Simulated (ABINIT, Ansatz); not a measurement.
# Converging GW for Te2Mo (P6_3/mmc) in ABINIT, part 2 of 2

Wanted: a converged G0W0 gap of Te2Mo (P6_3/mmc), or an estimate of the limit.

ABINIT 10.8.3; PBE and many-body steps on it, plane waves. Known limits of the many-body steps: not at the basis limit; no spin-orbit coupling; coarse k mesh.

So far. Step 3 (Screening, 3×3×1 mesh, 148 bands, screening to 76.2 eV): Local fields lower ε∞ by 10 %. On a Γ-centred mesh this coarse the value itself is usually too large, while a short band sum pulls it down. Step 4 (148 bands, 76.2 eV): The gap on the mesh goes from 0.97 eV to 1.42 eV, a correction of +0.44 eV.

### Step 6. 342 bands, 141.5 eV

This step: G0W0 on PBE, plane waves, norm-conserving pseudopotentials.

run.abi

```
acell 3*1.0 Angstrom
rprim 
  3.518200000003 -0.000000000001 0.000000000000
  -1.759100000001 3.046850575598 0.000000000000
  0.000000000000 0.000000000000 13.973600000000
ntypat 2
znucl 52 42
natom 6
typat 1 1 1 1 2 2
xred 
  0.333333333333 0.666666666667 0.621000000000
  0.666666666667 0.333333333333 0.121000000000
  0.333333333333 0.666666666667 0.879000000000
  0.666666666667 0.333333333333 0.379000000000
  0.333333333333 0.666666666667 0.250000000000
  0.666666666667 0.333333333333 0.750000000000
pp_dirpath "pseudos"
pseudos "Te.upf, Mo.upf"
ecut 39
ngkpt 3 3 1
nshiftk 1
shiftk 0 0 0
kptopt 1
chksymbreak 0
istwfk *1
occopt 1
irdwfk 1
optdriver 4
nband 342
gwcalctyp 0
ecutsigx 39
symsigma 1
nkptgw 2
kptgw 
  0.0000000000 0.0000000000 0.0000000000
  0.3333333333 0.3333333333 0.0000000000
bdgw 
  61 64
  61 64
ecuteps 5.2
irdscr 1
ppmodel 1
indata_prefix "in"
outdata_prefix "out"
tmpdata_prefix "tmp"
```

Command:

```bash
$ OMP_NUM_THREADS=1 mpirun -n 8 abinit run.abi > log
```

Numbers of over 12 decimals in the logs are rounded to 6 here.

The program printed:

```text
.Version 10.8.3 of ABINIT. v10.8.2 released Aug 2026.

 Symmetries : space group P6_3/m m c (#194); Bravais hP (primitive hexag.)
[... echo of the input left out ...]
== DATASET  1 ==================================================================
-   mpi_nproc: 8, omp_nthreads: 1 (-1 if OMP is not activated)

--- !DatasetInfo
iteration_state: {dtset: 1, }
dimensions: {natom: 6, nkpt: 3, mband: 342, nsppol: 1, nspinor: 1, nspden: 1, mpw: 11799, }
cutoff_energies: {ecut:  39.0, pawecutdg:  -1.0, }
electrons: {nelect:   1.24000000E+02, charge:   0.00000000E+00, occopt:   1.00000000E+00, tsmear:   1.00000000E-02, }

 SIGMA: Calculation of the GW corrections

 Based on a program developped by R.W. Godby, V. Olevano, G. Onida, and L. Reining.
 Incorporated in ABINIT by V. Olevano, G.-M. Rignanese, and M. Torrent.
.Using double precision arithmetic ; gwpc =  8

[... cell and pseudopotentials left out ...]
--------------------------------------------------------------------------------

 ==== K-mesh for the wavefunctions ====
 Number of points in the irreducible wedge :     3
[... list of points left out ...]
 Together with 24 symmetry operations and time-reversal symmetry
 yields     9 points in the full Brillouin Zone.

 ==== Q-mesh for screening function ====
 Number of points in the irreducible wedge :     3
[... list of points left out ...]
 Together with 24 symmetry operations and time-reversal symmetry
 yields     9 points in the full Brillouin Zone.

 vcoul_init : cutoff-mode = AUXILIARY_FUNCTION
 q-points for optical limit:   1
     1)      0.000010    0.000020    0.000030
 setmesh: FFT mesh size selected  =    36x   36x  150
          total number of points  =       194400

 Number of electrons calculated from density =  124.0000; Expected =  124.0000
[...]
number of omega for Sigma on real axis              0
 max omega for Sigma on real axis  [eV]           0.00
 zcut for avoiding poles [eV]                     0.10

 EPSILON^-1 parameters (SCR file):
 dimension of the eps^-1 matrix on file            573
 dimension of the eps^-1 matrix used               573
 number of plane-waves for wavefunctions         11799
 number of bands                                   342
 number of q-points in IBZ                           3
 number of frequencies                               2
 number of real frequencies                          1
 number of imag frequencies                          1

 matrix elements of self-energy operator (all in [eV])

 Perturbative Calculation

--- !SelfEnergy_ee
iteration_state: {dtset: 1, }
kpoint     : [   0.000,    0.000,    0.000, ]
spin       : 1
KS_gap     :    2.904
QP_gap     :    3.125
Delta_QP_KS:    0.221
data: !SigmaeeData |
     Band     E0 <VxcDFT>   SigX SigC(E0)      Z dSigC/dE  Sig(E)    E-E0       E
       61   9.602 -13.464 -15.349   1.352   0.802  -0.247 -13.892  -0.427   9.175
       62   9.928 -16.262 -16.780   0.552   0.779  -0.284 -16.235   0.026   9.955
       63  12.832 -15.025 -10.693  -4.021   0.794  -0.260 -14.778   0.247  13.080
[...]
--- !SelfEnergy_ee
iteration_state: {dtset: 1, }
kpoint     : [   0.333,    0.333,    0.000, ]
spin       : 1
KS_gap     :    1.038
QP_gap     :    1.455
Delta_QP_KS:    0.417
data: !SigmaeeData |
     Band     E0 <VxcDFT>   SigX SigC(E0)      Z dSigC/dE  Sig(E)    E-E0       E
[...]
63  10.903 -17.026 -12.263  -4.136   0.769  -0.300 -16.544   0.483  11.385
       64  10.903 -17.026 -12.263  -4.136   0.769  -0.300 -16.544   0.483  11.385

== END DATASET(S) ==============================================================
================================================================================

 -outvars: echo values of variables after computation  --------
           etotal      0.0000000000E+00
            nband         342
             nkpt           3
          spgroup         194
 [... the other variables as echoed above ...]

 Calculation completed.
```

Run time: 22 s. Hardware: 8 MPI ranks of Intel Xeon Platinum 8488C (Sapphire Rapids), shared host; peak memory 2.7 GiB.

Numbers from this step:

| Property | Result |
| --- | --- |
| G0W0 gap on the points computed | 1.430 eV |
| starting gap on the mesh | 0.9744 eV |
| k of the valence top | 0, 0, 0 |
| k of the conduction bottom | 0.3333, 0.3333, 0 |
| Z at the valence top | 0.779 |
| Z at the conduction bottom | 0.769 |
| least direct G0W0 gap on the computed points | 1.455 eV |

Against G0W0 in ABINIT (3×3×1 mesh, 148 bands, screening to 76.2 eV, Godby-Needs plasmon pole), the gap moves by +0.012 eV.

### Step 7. Screening, 3×3×1 mesh, 750 bands, screening to 217.7 eV

This step: RPA screening on PBE, plane waves, norm-conserving pseudopotentials.

run.abi: that of step 6 with these lines changed.

```diff
@@ -27,17 +27,8 @@
 irdwfk 1
-optdriver 4
-nband 342
-gwcalctyp 0
-ecutsigx 39
-symsigma 1
-nkptgw 2
-kptgw 
-  0.0000000000 0.0000000000 0.0000000000
-  0.3333333333 0.3333333333 0.0000000000
-bdgw 
-  61 64
-  61 64
-ecuteps 5.2
-irdscr 1
-ppmodel 1
+optdriver 3
+nband 750
+ecuteps 8
+inclvkb 2
+awtr 1
+symchi 1
 indata_prefix "in"
```

The program printed:

```text
.Version 10.8.3 of ABINIT. v10.8.2 released Aug 2026.

 Symmetries : space group P6_3/m m c (#194); Bravais hP (primitive hexag.)
[... echo of the input left out ...]
== DATASET  1 ==================================================================
-   mpi_nproc: 8, omp_nthreads: 1 (-1 if OMP is not activated)

--- !DatasetInfo
iteration_state: {dtset: 1, }
dimensions: {natom: 6, nkpt: 3, mband: 750, nsppol: 1, nspinor: 1, nspden: 1, mpw: 11799, }
cutoff_energies: {ecut:  39.0, pawecutdg:  -1.0, }
[...]
--------------------------------------------------------------------------------
[... chi0 elements left out ...]
 For q-point:  0.000010 0.000020 0.000030
  dielectric constant =  20.2392
  dielectric constant without local fields =  23.1525

  Average fulfillment of the sum rule on Im[epsilon] for q-point    1 :     82.29  [%]
[... wings left out ...]
  q-point number  2        q = ( 0.333333, 0.000000, 0.000000) [r.l.u.]
--------------------------------------------------------------------------------
[... chi0 elements left out ...]
  Average fulfillment of the sum rule on Im[epsilon] for q-point    2 :     80.84  [%]

 [... 1 further q-points ...]
```

The job ended after 9.9 min (8 MPI ranks; peak memory 6.2 GiB).

Numbers from this step:

- ε∞ with local fields, on this mesh, along the program's q direction: 20.24
- the same without local fields: 23.15
- plasma frequency: 33.79 eV
- plane waves in the screening matrix: 1119

### Step 8. 750 bands, 217.7 eV

This step: G0W0 on PBE, plane waves, norm-conserving pseudopotentials.

run.abi: that of step 7 with these lines changed.

```diff
@@ -27,8 +27,17 @@
 irdwfk 1
-optdriver 3
+optdriver 4
 nband 750
+gwcalctyp 0
+ecutsigx 39
+symsigma 1
+nkptgw 2
+kptgw 
+  0.0000000000 0.0000000000 0.0000000000
+  0.3333333333 0.3333333333 0.0000000000
+bdgw 
+  61 64
+  61 64
 ecuteps 8
-inclvkb 2
-awtr 1
-symchi 1
+irdscr 1
+ppmodel 1
 indata_prefix "in"
```

The program printed:

```text
.Version 10.8.3 of ABINIT. v10.8.2 released Aug 2026.

 Symmetries : space group P6_3/m m c (#194); Bravais hP (primitive hexag.)
[... echo of the input left out ...]
== DATASET  1 ==================================================================
-   mpi_nproc: 8, omp_nthreads: 1 (-1 if OMP is not activated)

--- !DatasetInfo
iteration_state: {dtset: 1, }
dimensions: {natom: 6, nkpt: 3, mband: 750, nsppol: 1, nspinor: 1, nspden: 1, mpw: 11799, }
cutoff_energies: {ecut:  39.0, pawecutdg:  -1.0, }
[...]
Band     E0 <VxcDFT>   SigX SigC(E0)      Z dSigC/dE  Sig(E)    E-E0       E
[...]
63  10.903 -17.026 -12.263  -4.559   0.767  -0.304 -16.869   0.157  11.059
       64  10.903 -17.026 -12.263  -4.559   0.767  -0.304 -16.869   0.157  11.059

== END DATASET(S) ==============================================================
================================================================================

 -outvars: echo values of variables after computation  --------
           etotal      0.0000000000E+00
            nband         750
             nkpt           3
          spgroup         194
 [... the other variables as echoed above ...]

 Calculation completed.
```

It took 2.3 min on 8 MPI ranks; peak memory 5.7 GiB; 19 min of CPU time.

This step gave:

- G0W0 gap on the points computed: 1.410 eV
- starting gap on the mesh: 0.9744 eV
- k of the valence top: 0, 0, 0
- k of the conduction bottom: 0.3333, 0.3333, 0
- least direct G0W0 gap on the computed points: 1.441 eV

Against G0W0 in ABINIT (3×3×1 mesh, 342 bands, screening to 141.5 eV, Godby-Needs plasmon pole), the gap moves by −0.020 eV.

### Step 9. The runs together

Times are wall times on 8 MPI ranks of Intel Xeon Platinum 8488C (Sapphire Rapids), shared host, good to a factor of about two. A run's time includes the screening step that it read.

| run | mesh | bands | screening cutoff (eV) | DFT gap (eV) | gap on the mesh (eV) | direct (eV) | ε∞ used | time |
| --- | --- | --- | --- | --- | --- | --- | --- | --- |
| 148 bands, 76.2 eV | 3×3×1 | 148 | 76.2 | 0.974 | 1.418 | 1.457 | 20.85 | 61 s |
| 342 bands, 141.5 eV | 3×3×1 | 342 | 141.5 | 0.974 | 1.430 | 1.455 | 20.43 | 3.1 min |
| 750 bands, 217.7 eV | 3×3×1 | 750 | 217.7 | 0.974 | 1.410 | 1.441 | 20.24 | 12 min |

### Step 10. Outcome

```json
{
 "148 bands, 76.2 eV": "1.418 eV",
 "342 bands, 141.5 eV": "1.430 eV",
 "750 bands, 217.7 eV": "1.410 eV",
 "known limits": "not at the basis limit; no spin-orbit coupling; coarse k mesh"
}
```

**Reading.** From the first rung to the last the gap moves by −0.01 eV for 12 times the time. The gap turns back along the series, so no limit is drawn from it. In the first G0W0 run levels were corrected at 2 k points alone, so a gap called «on the mesh» is the least over those, and an edge elsewhere would be missed. A denser mesh or path gives a starting gap of 0.83 eV: the GW mesh misses a band edge, so its gaps are not the fundamental one. The 3×3×1 mesh is coarse for this cell, which bears on the long-range parts of exchange and screening. The many-body steps are scalar-relativistic: spin-orbit coupling is not in them.

[Paths, hosts, dates, memory and timing lines, banners, echoed tables and standing remarks are left out of the program output.]

[Logs are printed without paths, hosts, clocks, repeated set-up lines and the standing remarks that a program may print on its own settings, such as how far it seeks lower states.]

[Runs of the session that timed out or met a known fault of the program may be left out.]

[No measured gap is set beside runs whose start may be inverted or whose files or cutoffs have a known fault.]

[Hosts, paths, dates, database ids (printed as entryN), source tags and the programs' standing remarks are cut or masked in the printed files.]

[G0W0 gaps are taken among the corrected bands and points alone; a level outside them can change the order at an edge.]

[Where Ansatz stands beside ABINIT at settings called matched, ABINIT's density can come from a denser mesh and the files from another edition; pairs whose starting gaps differed by over 0.03 eV were left out, so agreement reads better than it is.]
